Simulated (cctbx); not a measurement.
# Eu2Ir2S7 across an absorption edge

Space group R-3m (no. 166), a = 8.8580 Å, b = 8.8580 Å, c = 22.2110 Å, α = 90.00°, β = 90.00°, γ = 120.00°.

| atom | mult. | x | y | z | Ueq (Å²) |
| --- | --- | --- | --- | --- | --- |
| Ir1 | 9 | 1/2 | 0 | 0 | 0.0160 |
| Ir2 | 3 | 1/3 | 2/3 | 1/6 | 0.0137 |
| Eu1 | 9 | 1/3 | 1/6 | 1/6 | 0.0119 |
| Eu2 | 3 | 0 | 0 | 0 | 0.0111 |
| S1 | 18 | 0.8600 | 0.7200 | 0.3068 | 0.0248 |
| S2 | 18 | 0.6062 | 0.8031 | 0.2226 | 0.0200 |
| S3 | 6 | 0 | 0 | 0.1270 | 0.0235 |

The model was made for the exercise: a known structure type with other elements put in, its volume estimated, not relaxed; displacement parameters are assumed.

Calculated with cctbx: free-atom f′ and f″ from the Sasaki tables, no fine structure; amplitudes in electrons.

| E (eV) | F 2 1 1 | F 0 3 0 | F 1 1 0 | F 1 0 4 |
| --- | --- | --- | --- | --- |
| 10615 | 131.3 | 95.5 | 36.0 | 35.7 |
| 10965 | 142.0 | 95.5 | 36.0 | 35.7 |
| 11095 | 150.4 | 95.4 | 36.0 | 35.6 |
| 11155 | 158.3 | 95.4 | 36.0 | 35.6 |
| 11185 | 166.1 | 95.4 | 36.0 | 35.6 |
| 11200 | 173.8 | 95.3 | 36.0 | 35.6 |
| 11207 | 180.5 | 95.3 | 36.0 | 35.5 |
| 11211 | 187.4 | 95.3 | 36.0 | 35.5 |
| 11219 | 191.3 | 95.3 | 36.0 | 35.5 |
| 11223 | 181.5 | 95.3 | 36.0 | 35.5 |
| 11230 | 173.4 | 95.3 | 36.0 | 35.5 |
| 11245 | 164.9 | 95.3 | 36.0 | 35.6 |
| 11275 | 156.6 | 95.4 | 36.0 | 35.6 |
| 11365 | 146.3 | 95.4 | 36.0 | 35.6 |
| 11615 | 135.3 | 95.3 | 35.9 | 35.6 |

**Question.** Which edge is crossed, and why do the reflections move as they do?

The L3 edge of Ir. The edge is at 11215 eV. f′ of Ir falls from -12.1 e at 11095 eV to -18.5 e at 4 eV below it, and f″ steps from 3.86 to 10.19 e across it. Over that approach |F| changes by +25 % (2 1 1), -0 % (0 3 0), +0 % (1 1 0) and -0 % (1 0 4): a reflection falls where Ir scatters in phase with the total and rises where it scatters against it; it hardly moves where the Ir term is small or cancels by symmetry. Above the edge the larger f″ enters the imaginary part, where it can add to or cancel the other atoms' f″. The structure is centrosymmetric, so Friedel mates stay equal.
